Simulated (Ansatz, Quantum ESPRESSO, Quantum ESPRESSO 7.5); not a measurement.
**Complex bands of CaO, rock salt type, lattice constant set to 4.767 Å**

Wanted: the complex band structure of CaO, rock salt type, lattice constant set to 4.767 Å, as for a tunnel barrier.

Calculated with Quantum ESPRESSO 7.5; plane-wave DFT, LDA, GBRV ultrasoft pseudopotentials (cross-check by Ansatz 0.2.0 with PAW datasets).

## 1. The starting structure

The structure is cubic, space group Fm-3m (No. 225). Conventional cell: a = 4.767 Å, b = 4.767 Å, c = 4.767 Å, α = 90.00°, β = 90.00°, γ = 90.00°. Nearest to Ca lie 6 O at 2.38 Å. O has 6 Ca at 2.38 Å nearest. Farther neighbours and most contacts between anions are not listed.

## 2. SCF with pw.x

pwcond needs a cell whose third axis lies along the current and stands perpendicular to the other two.

Contents of scf.in:

```
&control
  prefix = 'scf'
  outdir = './out'
  pseudo_dir = './pseudo'
  calculation = 'scf'
  tprnfor = .true.
/
&system
  ibrav = 0
  nat = 4
  ntyp = 2
  ecutwfc = 40
  ecutrho = 200
  occupations = 'fixed'
  nbnd = 20
/
&electrons
  conv_thr = 1e-09
  mixing_beta = 0.6
  electron_maxstep = 120
/
ATOMIC_SPECIES
  Ca  40.0780  ca_lda_v1.uspp.F.UPF
  O   15.9990  o_lda_v1.2.uspp.F.UPF
CELL_PARAMETERS angstrom
  3.37077802591627 0.00000000000000 0.00000000000000
  0.00000000000000 3.37077802591627 0.00000000000000
  0.00000000000000 0.00000000000000 4.76700000000000
ATOMIC_POSITIONS crystal
  Ca  0.000000000000 0.000000000000 0.000000000000
  O   0.500000000000 0.500000000000 0.000000000000
  Ca  0.500000000000 0.500000000000 0.500000000000
  O   0.000000000000 0.000000000000 0.500000000000
K_POINTS automatic
  8 8 6 0 0 0
```

On the command line:

```
> OMP_NUM_THREADS=1 mpirun -n 2 pw.x -nk 2 -in scf.in > scf.out
```

The program printed:

```text
Program PWSCF v.7.5 starts
[citation notice left out]

     Parallel version (MPI & OpenMP), running on       2 processor cores
     Number of MPI processes:                 2
     Threads/MPI process:                     1

     MPI processes distributed on     1 nodes
[...]
Current dimensions of program PWSCF are:
     Max number of different atomic species (ntypx) = 10
     Max number of k-points (npk) =  40000
     Max angular momentum in pseudopotentials (lmaxx) =  4
     Found identity + ( -0.5000 -0.5000 -0.5000) symmetry
     This is a supercell, fractional translations are disabled
     Message from routine setup:
     using ibrav=0 with symmetry is DISCOURAGED, use correct ibrav instead

     K-points division:     npool     =       2
     Subspace diagonalization in iterative solution of the eigenvalue problem:
     a serial algorithm will be used

     G-vector sticks info
     --------------------
     sticks:   dense  smooth     PW     G-vecs:    dense   smooth      PW
     Sum         657     517    161                17545    12449    2173

     Using Slab Decomposition

     bravais-lattice index     =            0
     lattice parameter (alat)  =       6.3698  a.u.
     unit-cell volume          =     365.5124 (a.u.)^3
     number of atoms/cell      =            4
     number of atomic types    =            2
     number of electrons       =        32.00
     number of Kohn-Sham states=           20
     kinetic-energy cutoff     =      40.0000  Ry
     charge density cutoff     =     200.0000  Ry
     scf convergence threshold =      1.0E-09
     mixing beta               =       0.6000
     number of iterations used =            8  plain     mixing
     Exchange-correlation= SLA  PZ   NOGX NOGC
                           (   1   1   0   0   0   0   0)

     celldm(1)=   6.369847  celldm(2)=   0.000000  celldm(3)=   0.000000
     celldm(4)=   0.000000  celldm(5)=   0.000000  celldm(6)=   0.000000

     crystal axes: (cart. coord. in units of alat)
               a(1) = (   1.000000   0.000000   0.000000 )
               a(2) = (   0.000000   1.000000   0.000000 )
               a(3) = (   0.000000   0.000000   1.414214 )

     reciprocal axes: (cart. coord. in units 2 pi/alat)
               b(1) = (  1.000000  0.000000  0.000000 )
               b(2) = (  0.000000  1.000000  0.000000 )
               b(3) = (  0.000000  0.000000  0.707107 )

     PseudoPot. # 1 for Ca read from file:
     ./pseudo/ca_lda_v1.uspp.F.UPF
     Pseudo is Ultrasoft + core correction, Zval = 10.0
     Generated by new atomic code, or converted to UPF format
     Using radial grid of  845 points,  6 beta functions with:
                l(1) =   0
                l(2) =   0
                l(3) =   1
                l(4) =   1
                l(5) =   2
                l(6) =   2
     Q(r) pseudized with  8 coefficients,  rinner =    1.500   1.500   1.500
                                                       1.500   1.500

     PseudoPot. # 2 for O  read from file:
     ./pseudo/o_lda_v1.2.uspp.F.UPF
     Pseudo is Ultrasoft + core correction, Zval =  6.0
     Generated by new atomic code, or converted to UPF format
     Using radial grid of  737 points,  5 beta functions with:
                l(1) =   0
                l(2) =   0
                l(3) =   1
                l(4) =   1
                l(5) =   2
     Q(r) pseudized with  8 coefficients,  rinner =    0.900   0.900   0.900
                                                       0.900   0.900

     atomic species   valence    mass     pseudopotential
     Ca               10.00    40.07800     Ca( 1.00)
     O                 6.00    15.99900     O ( 1.00)

     16 Sym. Ops., with inversion, found

   Cartesian axes

     site n.     atom                  positions (alat units)
         1        Ca     tau(   1) = (   0.0000000   0.0000000   0.0000000  )
         2        O      tau(   2) = (   0.5000000   0.5000000   0.0000000  )
         3        Ca     tau(   3) = (   0.5000000   0.5000000   0.7071068  )
         4        O      tau(   4) = (   0.0000000   0.0000000   0.7071068  )

     number of k points=    60
                       cart. coord. in units 2pi/alat
        k(    1) = (   0.0000000   0.0000000   0.0000000), wk =   0.0052083
        k(    2) = (   0.0000000   0.0000000   0.1178511), wk =   0.0104167
        k(    3) = (   0.0000000   0.0000000   0.2357023), wk =   0.0104167
        k(    4) = (   0.0000000   0.0000000  -0.3535534), wk =   0.0052083
        k(    5) = (   0.0000000   0.1250000   0.0000000), wk =   0.0208333
        k(    6) = (   0.0000000   0.1250000   0.1178511), wk =   0.0416667
        k(    7) = (   0.0000000   0.1250000   0.2357023), wk =   0.0416667
        k(    8) = (   0.0000000   0.1250000  -0.3535534), wk =   0.0208333
        k(    9) = (   0.0000000   0.2500000   0.0000000), wk =   0.0208333
        k(   10) = (   0.0000000   0.2500000   0.1178511), wk =   0.0416667
[...]
k(   60) = (  -0.5000000  -0.5000000  -0.3535534), wk =   0.0052083

     Dense  grid:    17545 G-vectors     FFT dimensions: (  30,  30,  45)

     Smooth grid:    12449 G-vectors     FFT dimensions: (  25,  25,  40)

     Estimated max dynamical RAM per process >      54.66 MB

     Estimated total dynamical RAM >     105.04 MB

     Check: negative core charge=   -0.000003

     Initial potential from superposition of free atoms

     starting charge      31.9905, renormalised to      32.0000
     Starting wfcs are   28 randomized atomic wfcs

     total cpu time spent up to now is        1.2 secs

     per-process dynamical memory:    34.2 Mb

     Self-consistent Calculation

     iteration #  1     ecut=    40.00 Ry     beta= 0.60
     Davidson diagonalization with overlap
     ethr =  1.00E-02,  avg # of iterations =  2.0

     total cpu time spent up to now is        1.7 secs

     total energy              =    -214.59648483 Ry
     estimated scf accuracy    <       0.93112378 Ry

     iteration #  2     ecut=    40.00 Ry     beta= 0.60
[...]
total energy              =    -214.73204620 Ry
     estimated scf accuracy    <       1.53227850 Ry

     iteration #  3     ecut=    40.00 Ry     beta= 0.60
[...]
total energy              =    -215.01842142 Ry
     estimated scf accuracy    <       0.00829723 Ry

     iteration #  4     ecut=    40.00 Ry     beta= 0.60
[...]
total energy              =    -215.02200048 Ry
     estimated scf accuracy    <       0.00681555 Ry

     iteration #  5     ecut=    40.00 Ry     beta= 0.60
[...]
total energy              =    -215.02279157 Ry
     estimated scf accuracy    <       0.00017929 Ry

     iteration #  6     ecut=    40.00 Ry     beta= 0.60
[...]
total energy              =    -215.02287929 Ry
     estimated scf accuracy    <       0.00046813 Ry

     iteration #  7     ecut=    40.00 Ry     beta= 0.60
[...]
total energy              =    -215.02292709 Ry
     estimated scf accuracy    <       0.00002239 Ry

     iteration #  8     ecut=    40.00 Ry     beta= 0.60
[...]
total energy              =    -215.02293186 Ry
     estimated scf accuracy    <       0.00000056 Ry

     iteration #  9     ecut=    40.00 Ry     beta= 0.60
[...]
total energy              =    -215.02293202 Ry
     estimated scf accuracy    <       0.00000028 Ry

     iteration # 10     ecut=    40.00 Ry     beta= 0.60
[...]
total energy              =    -215.02293185 Ry
     estimated scf accuracy    <       0.00000059 Ry

     iteration # 11     ecut=    40.00 Ry     beta= 0.60
[...]
total energy              =    -215.02293189 Ry
     estimated scf accuracy    <       0.00000006 Ry

     iteration # 12     ecut=    40.00 Ry     beta= 0.60
[...]
total energy              =    -215.02293189 Ry
     estimated scf accuracy    <          8.8E-09 Ry

     iteration # 13     ecut=    40.00 Ry     beta= 0.60
[...]
End of self-consistent calculation

          k = 0.0000 0.0000 0.0000 (  1539 PWs)   bands (ev):

   -29.3800 -29.2204 -11.0482 -10.6169 -10.6169 -10.3559 -10.3559 -10.3559
    -7.5696  -7.3208   6.3495   7.2797   7.2797   7.6502   7.6502   7.6502
    11.1268  12.4335  13.8430  13.8430

          k = 0.0000 0.0000 0.1179 (  1566 PWs)   bands (ev):

   -29.3692 -29.2309 -11.0604 -10.5995 -10.5995 -10.4837 -10.3734 -10.3734
    -7.4152  -7.2242   6.1866   7.1884   7.2780   7.2780   7.5888   7.5888
    11.2582  12.8283  13.5735  14.1219

          k = 0.0000 0.0000 0.2357 (  1582 PWs)   bands (ev):

   -29.3398 -29.2599 -11.0534 -10.7415 -10.5519 -10.5519 -10.4213 -10.4213
    -7.1237  -7.0362   5.9057   6.3846   7.2888   7.2888   7.4576   7.4576
    11.6406  12.9396  13.5646  14.8538

          k = 0.0000 0.0000-0.3536 (  1538 PWs)   bands (ev):

   -29.2997 -29.2997 -10.9545 -10.9545 -10.4867 -10.4867 -10.4867 -10.4867
    -6.9639  -6.9639   5.9000   5.9000   7.3445   7.3445   7.3445   7.3445
    12.2324  12.2324  14.3424  14.3424

          k = 0.0000 0.1250 0.0000 (  1555 PWs)   bands (ev):

   -29.3680 -29.2202 -11.0165 -10.7396 -10.5972 -10.5195 -10.3761 -10.3555
    -7.3927  -7.1873   6.3670   6.9402   7.1435   7.2313   7.4588   7.5755
    11.5870  12.9031  13.7399  13.9662

          k = 0.0000 0.1250 0.1179 (  1562 PWs)   bands (ev):

   -29.3579 -29.2300 -11.0718 -10.6771 -10.6555 -10.5810 -10.3717 -10.3642
    -7.2563  -7.0958   6.1762   6.9613   6.9638   7.1386   7.3617   7.4031
    11.7080  13.2684  13.7696  14.1791

[...]
highest occupied, lowest unoccupied level (ev):     7.6502   11.1268

!    total energy              =    -215.02293190 Ry
     estimated scf accuracy    <          6.5E-10 Ry

     The total energy is the sum of the following terms:
     one-electron contribution =     -50.16763489 Ry
     hartree contribution      =      40.85170044 Ry
     xc contribution           =     -38.23763204 Ry
     ewald contribution        =    -167.46936541 Ry

     convergence has been achieved in  13 iterations

     Forces acting on atoms (cartesian axes, Ry/au):

     atom    1 type  1   force =     0.00000000    0.00000000    0.00000000
     atom    2 type  2   force =     0.00000000    0.00000000    0.00000000
     atom    3 type  1   force =     0.00000000    0.00000000    0.00000000
     atom    4 type  2   force =     0.00000000    0.00000000    0.00000000

     Total force =     0.000000     Total SCF correction =     0.000000

[...]
=------------------------------------------------------------------------------=
   JOB DONE.
=------------------------------------------------------------------------------=
```

Run time: 10 s. Hardware: 2 MPI ranks of AMD EPYC 9R14 (Zen 4), shared host; peak memory 0.2 GiB; 20 s of CPU time.

Numbers from this step:

| Item | Value |
| --- | --- |
| free energy | -2925.5360 eV |
| valence top, on the run's zero | 7.650 eV |
| conduction bottom, on the run's zero | 11.13 eV |
| gap by band count | 3.477 eV |

The program's own clock; routines nest. Time by routine:

| routine | wall time (s) | calls |
| --- | --- | --- |
| PWSCF | 9.33 | 1 |
| electrons | 8.04 | 1 |
| c_bands | 6.52 | 13 |
| cegterg | 5.49 | 390 |
| h_psi | 3.94 | 1581 |
| fftw | 3.17 | 48544 |
| vloc_psi | 3.14 | 1581 |
| sum_band | 1.21 | 13 |
| init_run | 0.98 | 1 |
| calbec | 0.58 | 2091 |
| h_psi:calbec | 0.41 | 1581 |
| cdiaghg | 0.4 | 1551 |
| wfcinit | 0.36 | 1 |
| s_psi | 0.36 | 1581 |

The run needed 13 iterations to bring the estimated error under 1e-09 Ry.

[end of part 1 of 4]

[Logs are printed without paths, hosts, clocks, repeated set-up lines and the standing remarks that a program may print on its own settings, such as how far it seeks lower states.]

[Hosts, paths, dates, database ids (printed as entryN), source tags and the programs' standing remarks are cut or masked in the printed files.]

[Maps of the electrostatic potential energy from Ansatz leave out the sawtooth potential of an applied field or a dipole correction, so their vacuum need not be flat; planar profiles and work functions include it.]
